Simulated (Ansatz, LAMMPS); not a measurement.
# Relaxing glassy 70P2O5-10Al2O3-20CaO (mol %) (58 atoms), part 2 of 3

Aim: bring glassy 70P2O5-10Al2O3-20CaO (mol %) (58 atoms) to a nearby minimum of the energy and see what moves.

Ansatz 0.2.0; Kohn-Sham DFT, PBE, PAW (set soft_2), plane waves.

The cell: 14 P, 2 Al, 2 Ca and 40 O. The quench rate of 5 K/ps is orders of magnitude faster than experiment. The network of bonds at the start is that of the classical potential that made the cell. Sampling is at Γ alone, for a cell whose shortest periodic width is 9 Å.

So far. Step 3 (Single point at the start): Neighbours are counted within 1.98 Å (O-P), 2.27 Å (O-Al), 2.83 Å (O-Ca).

## (4) Relaxation

With the cell held, the atoms are moved downhill towards a nearby minimum.

input.yaml reads:

```yaml
crystal:
  lattice:
    - [9.31379, 0.0, 0.0]
    - [0.0, 9.31379, 0.0]
    - [0.0, 0.0, 9.31379]
  atoms:
    [... the 58 atom lines of step 3 ...]
kpoints:
  mp_grid: { grid: [1, 1, 1] }
hamiltonian:
  xc: pbe
scf:
  occupations: { method: fermi_dirac, width: 0.05 }
output:
  forces: true
relax:
  f_tol: 0.03
  max_steps: 200
```

The run is started by

```sh
$ ansatz run input.yaml --threads 4 --pin off --max-ram 8192MiB --backend cpu --events-out ev --progress --plain --runs-dir out
```

Numbers of over 12 decimals in the logs are rounded to 6 here.

Output:

```text
[...]
Crystal: 58 atoms, lattice volume = 807.940 Å³
Basis set: ecut = 420 eV, 15791 PW (Γ), exchange–correlation on 128×128×128 points (8 copies of the dense FFT grid, shifted against one another)
Bands: 226, of which v1, the nominal top of the filled ones, is band 168 counted from 1 (167 counted from 0)
Symmetry: 1 space group operations
[...]
k-points: 1
[...]
SCF iter   1: F=—  HF=-38006.102781 eV  |F-HF|=—  |Δ(HF+E_count)|=         —  Δρ=5.13e-3  dr2=2.60e-1  ethr=1.77e-3  ⟨swp⟩=8.0  Hψ=1289  notcnv=0  defer=49
[...]
SCF iter   7: F=-38006.029236 eV  HF=-38006.029239 eV  |F-HF|=2.95e-6  |Δ(HF+E_count)|=   7.65e-6  Δρ=3.51e-5  dr2=8.06e-6  ethr=6.70e-9  ⟨swp⟩=6.0  Hψ=761  notcnv=0
SCF 1 converged in 7 iterations: F = -38006.029236 eV  dr2 = 8.06e-6
[...]
relax step   1: F+E_penalty+E_count = -38006.02923594 eV  Δ(F+E_penalty+E_count) = +0.000e0 eV  max|allowed force component| = 6.328e0 eV/Å  Δτ_max = 0.0000 Å  (7 SCF iters, dr2 threshold 2.25e-5 eV, accepted)
[...]
relax step   2: F+E_penalty+E_count = -38008.37921246 eV  Δ(F+E_penalty+E_count) = -2.350e0 eV  max|allowed force component| = 4.881e0 eV/Å  Δτ_max = 0.1950 Å  (6 SCF iters, dr2 threshold 1.00e-4 eV, accepted)
[...]
relax step   3: F+E_penalty+E_count = -38010.89150235 eV  Δ(F+E_penalty+E_count) = -2.512e0 eV  max|allowed force component| = 1.197e0 eV/Å  Δτ_max = 0.1944 Å  (7 SCF iters, dr2 threshold 1.00e-4 eV, accepted)
relax step   4: F+E_penalty+E_count = -38011.60599013 eV  Δ(F+E_penalty+E_count) = -7.145e-1 eV  max|allowed force component| = 1.019e0 eV/Å  Δτ_max = 0.2000 Å  (7 SCF iters, dr2 threshold 8.96e-5 eV, accepted)
relax step   5: F+E_penalty+E_count = -38012.09598305 eV  Δ(F+E_penalty+E_count) = -4.900e-1 eV  max|allowed force component| = 8.718e-1 eV/Å  Δτ_max = 0.1949 Å  (6 SCF iters, dr2 threshold 6.49e-5 eV, accepted)
relax step   6: F+E_penalty+E_count = -38012.64564316 eV  Δ(F+E_penalty+E_count) = -5.497e-1 eV  max|allowed force component| = 4.722e-1 eV/Å  Δτ_max = 0.2000 Å  (7 SCF iters, dr2 threshold 1.00e-4 eV, accepted)
relax step   7: F+E_penalty+E_count = -38012.95259551 eV  Δ(F+E_penalty+E_count) = -3.070e-1 eV  max|allowed force component| = 5.870e-1 eV/Å  Δτ_max = 0.1926 Å  (7 SCF iters, dr2 threshold 6.54e-5 eV, accepted)
relax step   8: F+E_penalty+E_count = -38013.19229673 eV  Δ(F+E_penalty+E_count) = -2.397e-1 eV  max|allowed force component| = 3.664e-1 eV/Å  Δτ_max = 0.2000 Å  (6 SCF iters, dr2 threshold 1.00e-4 eV, accepted)
relax step   9: F+E_penalty+E_count = -38013.30967992 eV  Δ(F+E_penalty+E_count) = -1.174e-1 eV  max|allowed force component| = 2.956e-1 eV/Å  Δτ_max = 0.1837 Å  (7 SCF iters, dr2 threshold 5.23e-5 eV, accepted)
relax step  10: F+E_penalty+E_count = -38013.36780782 eV  Δ(F+E_penalty+E_count) = -5.813e-2 eV  max|allowed force component| = 3.452e-1 eV/Å  Δτ_max = 0.1570 Å  (7 SCF iters, dr2 threshold 3.40e-5 eV, accepted)
relax step  11: F+E_penalty+E_count = -38013.48439348 eV  Δ(F+E_penalty+E_count) = -1.166e-1 eV  max|allowed force component| = 3.488e-1 eV/Å  Δτ_max = 0.2000 Å  (7 SCF iters, dr2 threshold 7.76e-5 eV, accepted)
relax step  12: F+E_penalty+E_count = -38013.56301020 eV  Δ(F+E_penalty+E_count) = -7.862e-2 eV  max|allowed force component| = 2.360e-1 eV/Å  Δτ_max = 0.0976 Å  (6 SCF iters, dr2 threshold 1.00e-4 eV, accepted)
relax step  13: F+E_penalty+E_count = -38013.61024046 eV  Δ(F+E_penalty+E_count) = -4.723e-2 eV  max|allowed force component| = 4.399e-1 eV/Å  Δτ_max = 0.1914 Å  (7 SCF iters, dr2 threshold 2.55e-5 eV, accepted)
relax step  14: F+E_penalty+E_count = -38013.65540244 eV  Δ(F+E_penalty+E_count) = -4.516e-2 eV  max|allowed force component| = 2.151e-1 eV/Å  Δτ_max = 0.0856 Å  (6 SCF iters, dr2 threshold 8.86e-5 eV, accepted)
relax step  15: F+E_penalty+E_count = -38013.69758270 eV  Δ(F+E_penalty+E_count) = -4.218e-2 eV  max|allowed force component| = 3.448e-1 eV/Å  Δτ_max = 0.2000 Å  (7 SCF iters, dr2 threshold 1.11e-5 eV, accepted)
relax step  16: F+E_penalty+E_count = -38013.72081347 eV  Δ(F+E_penalty+E_count) = -2.323e-2 eV  max|allowed force component| = 2.147e-1 eV/Å  Δτ_max = 0.0448 Å  (6 SCF iters, dr2 threshold 2.84e-5 eV, accepted)
relax step  17: F+E_penalty+E_count = -38013.73242459 eV  Δ(F+E_penalty+E_count) = -1.161e-2 eV  max|allowed force component| = 9.128e-2 eV/Å  Δτ_max = 0.0329 Å  (6 SCF iters, dr2 threshold 1.79e-5 eV, accepted)
relax step  18: F+E_penalty+E_count = -38013.73302005 eV  Δ(F+E_penalty+E_count) = -5.955e-4 eV  max|allowed force component| = 1.656e-1 eV/Å  Δτ_max = 0.1493 Å  (9 SCF iters, dr2 threshold 1.51e-6 eV, accepted)
relax step  19: F+E_penalty+E_count = -38013.74724826 eV  Δ(F+E_penalty+E_count) = -1.423e-2 eV  max|allowed force component| = 9.225e-2 eV/Å  Δτ_max = 0.0634 Å  (7 SCF iters, dr2 threshold 4.96e-6 eV, accepted)
relax step  20: F+E_penalty+E_count = -38013.74931345 eV  Δ(F+E_penalty+E_count) = -2.065e-3 eV  max|allowed force component| = 3.329e-2 eV/Å  Δτ_max = 0.0161 Å  (6 SCF iters, dr2 threshold 2.64e-6 eV, accepted)
relax step  21: F+E_penalty+E_count = -38013.74863081 eV  Δ(F+E_penalty+E_count) = +6.826e-4 eV  max|allowed force component| = 1.036e-1 eV/Å  Δτ_max = 0.0425 Å  (8 SCF iters, rejected (line search))
relax step  22: F+E_penalty+E_count = -38013.75136245 eV  Δ(F+E_penalty+E_count) = -2.049e-3 eV  max|allowed force component| = 3.432e-2 eV/Å  Δτ_max = 0.0206 Å  (7 SCF iters, accepted)
[...]
relax step  23: F+E_penalty+E_count = -38013.75203140 eV  Δ(F+E_penalty+E_count) = -6.690e-4 eV  max|allowed force component| = 1.629e-2 eV/Å  Δτ_max = 0.0210 Å  (7 SCF iters, accepted)
SCF converged after 7 iterations
Free energy (F): -38013.752031 eV
[...]
Internal energy: -38013.752031 eV  (E = F + TS)
E sigma→0 (E₀):  -38013.752031 eV
Fermi energy:    4.817569 eV
[...]
--- Forces (eV/Å), atoms counted from 1 ---
  atom   1  P      0.00223887     0.00756280    -0.00060812
  atom   2  P     -0.00176993     0.00536449     0.00367896
  atom   3  P      0.00080205     0.01374377     0.00109514
  atom   4  P     -0.01095917     0.01313974     0.00366449
  atom   5  P     -0.00005372     0.00381823     0.00621883
  atom   6  P     -0.00670200     0.00065961     0.00125907
  atom   7  P     -0.00216318    -0.00028289    -0.00556973
  atom   8  P     -0.00214703     0.00377365     0.00475840
  atom   9  P     -0.00367555    -0.00045379    -0.00387997
  atom  10  P      0.00508042     0.01358780    -0.00260467
  atom  11  P     -0.01515938     0.01346614     0.00072005
  atom  12  P      0.00940227    -0.00346147    -0.01009370
  atom  13  P     -0.00691142    -0.00544209     0.00351484
  atom  14  P     -0.01162911     0.00935448    -0.00150931
[...]
atom  57  O      0.00292147    -0.00709667     0.00216832
  atom  58  O     -0.00483691    -0.00712266     0.00330234
  max |Σ_I F_I| component: 6.74e-5 eV/Å
--- Relaxed structure (23 steps of the walk, 22 accepted, 0 SCFs on fresh bases) ---
  F+E_penalty+E_count = -38013.75203140 eV   max|allowed force component| = 1.629e-2 eV/Å
  atoms:
    - { symbol: P, position: [0.097277, 0.769129, 0.560751] }
    - { symbol: P, position: [0.065890, 0.164954, 0.149291] }
    - { symbol: P, position: [0.764451, 0.208117, 0.032625] }
    - { symbol: P, position: [0.543451, 0.812549, 0.736916] }
[...]
- { symbol: O, position: [0.158128, 0.647888, 0.646144] }
```

Wall time 69 s (4 threads of Arm Neoverse V2, shared host); peak memory 0.86 GiB; 4.2 min of CPU time.

The steps of the relaxation (22 of 23):

```csv
step,energy less that of the first step (eV),largest force component (eV/Å)
1,0.0000,6.3279
2,-2.3500,4.8808
3,-4.8623,1.1974
4,-5.5768,1.0188
5,-6.0667,0.8718
6,-6.6164,0.4722
7,-6.9234,0.5870
8,-7.1631,0.3664
9,-7.2804,0.2956
10,-7.3386,0.3452
11,-7.4552,0.3488
13,-7.5810,0.4399
14,-7.6262,0.2151
15,-7.6683,0.3448
16,-7.6916,0.2147
17,-7.7032,0.0913
18,-7.7038,0.1656
19,-7.7180,0.0923
20,-7.7201,0.0333
21,-7.7194,0.1036
22,-7.7221,0.0343
23,-7.7228,0.0163
```

Relaxation step 21 was tried and not accepted.

The atoms that moved most (Å):

| atom | dx | dy | dz | length |
| --- | --- | --- | --- | --- |
| O19 | -0.818 | 0.793 | -0.118 | 1.145 |
| O43 | -0.410 | -0.651 | 0.615 | 0.985 |
| O52 | 0.119 | 0.173 | 0.897 | 0.922 |
| O20 | -0.154 | 0.134 | -0.892 | 0.915 |
| O49 | 0.094 | -0.805 | 0.309 | 0.868 |
| O50 | -0.241 | 0.792 | 0.219 | 0.856 |
| O39 | -0.459 | -0.684 | 0.063 | 0.826 |
| O42 | 0.656 | -0.451 | -0.130 | 0.807 |

The relaxation changed the energy by -133 meV/atom, and atoms moved by 0.56 Å r.m.s., 1.1 Å at most.

## (5) Distances and neighbours after relaxation

Bonds before and after, by the cutoffs listed below:

| pair | bonds before | bonds after | mean before (Å) | mean after (Å) | spread before (Å) | spread after (Å) |
| --- | --- | --- | --- | --- | --- | --- |
| O-P | 56 | 56 | 1.532 | 1.564 | 0.036 | 0.072 |
| O-Al | 8 | 9 | 1.747 | 1.815 | 0.060 | 0.073 |
| O-Ca | 10 | 9 | 2.451 | 2.305 | 0.147 | 0.117 |

Density 2.48 g/cm³, 13.93 Å³ an atom.

Pair distribution functions g(r), in bins of 0.2 Å:

| r (Å) | total | O-O | O-P | O-Al | O-Ca | P-P | P-Al |
| --- | --- | --- | --- | --- | --- | --- | --- |
| 1.40 | 1.23 | 0.00 | 3.69 | 0.00 | 0.00 | 0.00 | 0.00 |
| 1.60 | 3.04 | 0.00 | 9.16 | 0.00 | 0.00 | 0.00 | 0.00 |
| 1.80 | 0.60 | 0.00 | 0.38 | 10.03 | 0.00 | 0.00 | 0.00 |
| 2.00 | 0.05 | 0.00 | 0.00 | 1.08 | 0.00 | 0.00 | 0.00 |
| 2.20 | 0.19 | 0.00 | 0.00 | 0.00 | 4.06 | 0.00 | 0.00 |
| 2.40 | 0.61 | 1.06 | 0.00 | 0.00 | 2.23 | 0.00 | 0.00 |
| 2.60 | 2.18 | 4.52 | 0.00 | 0.00 | 0.58 | 0.00 | 0.00 |
| 2.80 | 0.36 | 0.56 | 0.07 | 0.00 | 0.00 | 0.40 | 2.78 |
| 3.00 | 0.98 | 1.17 | 0.19 | 0.88 | 0.45 | 5.11 | 0.00 |
| 3.20 | 0.79 | 0.88 | 0.61 | 0.00 | 0.41 | 0.32 | 7.91 |
| 3.40 | 1.04 | 0.93 | 1.58 | 0.00 | 0.36 | 0.00 | 0.00 |
| 3.60 | 0.81 | 0.62 | 1.02 | 1.88 | 0.32 | 0.26 | 0.00 |
| 3.80 | 1.00 | 0.56 | 1.57 | 1.68 | 1.41 | 0.45 | 0.00 |
| 4.00 | 1.17 | 0.63 | 2.07 | 2.52 | 0.52 | 0.20 | 0.00 |
| 4.20 | 1.02 | 0.80 | 1.33 | 1.34 | 1.36 | 0.73 | 0.68 |
| 4.40 | 1.08 | 1.21 | 0.86 | 0.83 | 1.44 | 1.50 | 1.20 |
| 4.60 | 0.98 | 0.99 | 0.76 | 0.58 | 1.69 | 2.02 | 0.56 |

Bonds by pair of elements; cutoffs follow the first minimum of g(r), held within bounds set by covalent radii, and pairs that aren't listed don't count as bonded:

```
pair A-B  cutoff (Å)  bonds  mean length (Å)  spread (Å)  shortest (Å)  B about A  A about B
     O-P        2.11     56             1.56       0.072          1.46        1.4          4
    O-Al        2.33      9             1.81       0.073          1.73      0.225        4.5
    O-Ca        2.83      9             2.31       0.117          2.19      0.225        4.5
```

How many atoms have how many bonded neighbours:

```csv
element,mean,1,2,3,4,5
Al,4.5,0,0,0,1,1
Ca,4.5,0,0,0,1,1
O,1.85,7,32,1,0,0
P,4,0,0,0,14,0
```

Bond angles (no mean is given where the spread exceeds 20°):

```
 angle  count  mean (°)  spread (°)
 O-P-O     84       109         6.2
 P-O-P     16       139        10.9
O-Al-O     16         -           -
O-Ca-O     16         -           -
Ca-O-P      9       144        14.5
```

Oxygen atoms by the number of network formers (Si, P, Ge, B, Al, As, Ga) bound to them:

| network formers bound to O | O atoms | per cent |
| --- | --- | --- |
| 0 | 0 | 0 |
| 1 | 15 | 37.5 |
| 2 | 25 | 62.5 |

Network units: each former by its oxygen neighbours and how many of them bridge to another former:

| former | O neighbours | bridging O | atoms |
| --- | --- | --- | --- |
| P | 4 | 2 | 3 |
| P | 4 | 3 | 9 |
| P | 4 | 4 | 2 |
| Al | 4 | 4 | 1 |
| Al | 5 | 5 | 1 |

Bond length by coordination (bonds to H left out):

```csv
element,coordination,atoms,mean bond length (Å)
Al,4,1,1.77
Al,5,1,1.85
Ca,4,1,2.26
Ca,5,1,2.34
O,1,7,1.47
O,2,32,1.69
O,3,1,2.01
```

Rings of the network by King's shortest-path rule, up to 12 atoms, one path for each pair of neighbours; H, halogens, alkali and alkaline-earth atoms are left out, and the last column divides by all other atoms, bonded or not:

```
ring size (atoms)  rings  per network atom
                6      1             0.018
               10      1             0.018
               12      3             0.054
```

For some of the pairs, g(r) has its first main peak near 2.5 Å (O-O), 1.6 Å (O-P), 1.8 Å (O-Al), 2.3 Å (O-Ca) and 3.0 Å (P-P). By these cutoffs 50 % of Al atoms have 4 and as many 5, 50 % of Ca atoms have 4 and as many 5, 80 % of O atoms have 2 and all P atoms have 4 bonded neighbours. The O-P-O angle averages 109° with a spread of 6°. 62 % of the oxygens bridge two formers (P and Al) and 38 % are non-bridging. The commonest P unit has 4 oxygens, 3 of them shared with other formers (9 of 14 atoms). Rings of 12 atoms are the most common (60 % of those counted); sizes run from 6 to 12, where the search stops.

[end of part 2 of 3]

[Logs are printed without paths, hosts, clocks, repeated set-up lines and the standing remarks that a program may print on its own settings, such as how far it seeks lower states.]

[Hosts, paths, dates, database ids (printed as entryN), source tags and the programs' standing remarks are cut or masked in the printed files.]
